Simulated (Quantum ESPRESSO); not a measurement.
# SiPb (Pm-3m): from the cell to the phonon bands, part 3 of 3

How does SiPb (Pm-3m) vibrate, and is this structure a minimum?

Quantum ESPRESSO 7.5; DFT LDA, scalar-relativistic, plane waves, PseudoDojo norm-conserving pseudopotentials.

So far. Step 7 (Linear response on the mesh): The acoustic modes at Γ come out as far as 1.9 cm⁻¹ from zero, where they should vanish, a small numerical error. The relaxed cell has a = 3.549 Å (conventional setting).

The structure was built from a prototype and need not be the compound's stable phase.

## (9) Dispersion (continued)

Lowest modes at the softest wavevector of the mesh; phase exp(i q.(R + tau)). The modes at q = (0.000, 0.500, 0.500) (shares of kinetic energy by element, %) (negative means imaginary):

```csv
mode,frequency (cm⁻¹),Pb %,Si %
1,-51.5,38,62
2,-51.5,38,62
3,25.1,100,0
4,58.7,0,100
5,100.3,62,38
6,100.3,62,38
```

Displacements in mode 1 (-51.5 cm⁻¹), the largest set to 1, in the home cell:
```
Pb1  0.00 -0.29  0.00
Si2  0.00  0.00 -1.00
```

Displacements in mode 5 (100.3 cm⁻¹), the largest set to 1, in the home cell:
```
Pb1  0.00  0.47  0.00
Si2  0.00  0.00 -1.00
```

Force constants by pair (phonopy on the run's constants); pairs near half the supercell's span include their periodic images. Pair force constants, by row:

```csv
atom,neighbour,distance (Å),third of the trace (eV/Å²),along the pair's line (eV/Å²)
Pb1,itself,0,2.992,–
Pb1,Si,3.073,-0.2702,-0.7037
Pb1,Pb,3.549,-0.2844,-1.466
Pb1,Pb,5.019,0.1263,0.1137
Pb1,Pb,6.147,-0.3554,-0.3554
Si2,itself,0,1.045,–
Si2,Pb,3.073,-0.2702,-0.7037
Si2,Si,3.549,0.3205,0.3398
Si2,Si,5.019,0.1521,0.1406
Si2,Si,6.147,-0.3014,-0.3014
```

Mode patterns, pair constants, displacements and means over the zone were worked out by phonopy from the force constants of q2r.x.

The path dips to 52i cm⁻¹.

## (10) Sums over the zone

Sums over the zone need many more wavevectors than were solved, so the interpolation is sampled on a dense mesh.

The input, matdyn.in:

```
 &input
    asr='crystal',
    flfrc='x.fc',
    dos=.true.,
    fldos='x.dos',
    nk1=13,
    nk2=13,
    nk3=13,
    deltaE=0.3,
    la2F=.true.,
 /
```

The run is started by

```bash
$ matdyn.x -in matdyn.in > matdyn.out
```

Numbers of over 12 decimals in the logs are rounded to 6 here.

The program printed:

```text
[banner, memory and clock lines left out]
Program MATDYN v.7.5

 mass for atomic type   1 not given; uses mass from file x.fc
 mass for atomic type   2 not given; uses mass from file x.fc
 Norm of the difference between old and new effective charges:    0.000000

 Norm of the difference between old and new force-constants:   2.7393e-05

     Message from routine matdyn:
     Z* not found in file x.fc, TO-LO splitting at q=0 will be absent!
 Norm of the difference between old and new effective charges:    0.000000

 Norm of the difference between old and new force-constants:   8.86487e-05

 Norm of the difference between old and new effective charges:    0.000000

 Norm of the difference between old and new force-constants:   0.00108656

 Norm of the difference between old and new effective charges:    0.000000

 Norm of the difference between old and new force-constants:   0.00296962

 Norm of the difference between old and new effective charges:    0.000000

 Norm of the difference between old and new force-constants:   0.00397017

 Norm of the difference between old and new effective charges:    0.000000

 Norm of the difference between old and new force-constants:   0.00422725

 Norm of the difference between old and new effective charges:    0.000000

 Norm of the difference between old and new force-constants:   0.00440097

 Norm of the difference between old and new effective charges:    0.000000

 Norm of the difference between old and new force-constants:   0.00467565

 Norm of the difference between old and new effective charges:    0.000000

 Norm of the difference between old and new force-constants:   0.00501488

 Norm of the difference between old and new effective charges:    0.000000

 Norm of the difference between old and new force-constants:   0.00535793

 Norm of the difference between old and new effective charges:    0.000000

 Norm of the difference between old and new force-constants:   0.00567921

Note: The following floating-point exceptions are signalling: IEEE_UNDERFLOW_FLAG
```

It took 22 s on 1 thread of Arm Neoverse V1, shared host.

Numbers from this step:

* share of modes beyond 3i cm⁻¹ on the dense interpolated mesh: 0.0352

The phonon density of states has structure finer than the step of the table below, so its rows give means over 5 cm⁻¹, whole bins alone (the curve runs from -49.6 to 154 cm⁻¹). Peaks (cm⁻¹: height): total 26.0: 0.0714, 99.2: 0.177; Pb 26.0: 0.0556, 65.6: 0.0398, 99.2: 0.0700; Si 99.2: 0.107.

Tetrahedra. The phonon density of states by wavenumber; means over each step; values in 1/cm⁻¹/cell:

```csv
wavenumber (cm⁻¹),total,Pb,Si
-45,0.00276,0.00114,0.00162
-40,0.00408,0.00177,0.00230
-35,0.00487,0.00221,0.00265
-30,0.00513,0.00242,0.00270
-25,0.00471,0.00235,0.00236
-20,0.00483,0.00251,0.00232
-15,0.00516,0.00278,0.00238
-10,0.00521,0.00289,0.00232
-5,0.00540,0.00308,0.00232
0,0.00592,0.00348,0.00244
5,0.00677,0.00416,0.00261
10,0.00902,0.00604,0.00298
15,0.0142,0.0102,0.00399
20,0.0248,0.0188,0.00601
25,0.0585,0.0455,0.0129
30,0.0636,0.0519,0.0117
35,0.0637,0.0534,0.0103
40,0.0611,0.0509,0.0102
45,0.0575,0.0476,0.00990
50,0.0337,0.0276,0.00613
55,0.0420,0.0341,0.00798
60,0.0428,0.0366,0.00629
65,0.0432,0.0364,0.00678
70,0.0250,0.0176,0.00743
75,0.0188,0.00897,0.00981
80,0.0200,0.00381,0.0161
85,0.0238,0.00189,0.0219
90,0.0193,0.00197,0.0173
95,0.0344,0.00829,0.0261
100,0.123,0.0456,0.0774
105,0.0736,0.0203,0.0533
110,0.0588,0.0120,0.0468
115,0.0526,0.00816,0.0445
120,0.0480,0.00597,0.0421
125,0.0358,0.00455,0.0313
130,0.0286,0.00364,0.0250
135,0.0236,0.00296,0.0206
140,0.0191,0.00236,0.0168
145,0.0147,0.00179,0.0129
150,0.00913,0.00110,0.00803
```

## (11) What came out

| Quantity | Value |
| --- | --- |
| space group after relaxation | Pm-3m |
| volume per atom | 22.3 Å³ |
| highest optical zone-centre mode (no LO-TO term) | 154.2 cm⁻¹ |
| q mesh | 2×2×2 |
| lowest mode on the q mesh (acoustic ones at the zone centre apart) | -51.5 cm⁻¹ |
| imaginary modes on the q mesh | yes |

**Reading.** SiPb (Pm-3m) is unstable: a mode solved on the 2×2×2 mesh is imaginary, 52i cm⁻¹; its spectrum reaches 154 cm⁻¹. At the LDA level the optical modes of SiPb (Pm-3m) at the zone centre lie at 154 cm⁻¹. The relaxation gained more than 0.3 eV an atom, so the start was far from this structure and its bonding may have changed. The most unstable solved mode lies at q = (0, -0.5, -0.5), on the zone boundary, so the distortion that it points to doubles the cell. These are harmonic frequencies at zero temperature: anharmonic shifts and linewidths and thermal expansion are left out. Spin-orbit coupling is left out, which can matter for the heavy elements here. In a metal the frequencies hang on the k mesh and the smearing, most of all near Kohn anomalies. The λ that matdyn.x prints is not taken as a result: on such q meshes it can be far off, most of all in cells of several atoms. The q mesh stands for a supercell only 7.1 Å across, so branches between the solved wavevectors are rough. The structure is a hypothetical one, built on a prototype.

[Host names and launcher messages were left out of these logs when they were recorded.]

[Logs are printed without paths, hosts, clocks, repeated set-up lines and the standing remarks that a program may print on its own settings, such as how far it seeks lower states.]

[Hosts, paths, dates, database ids (printed as entryN), source tags and the programs' standing remarks are cut or masked in the printed files.]
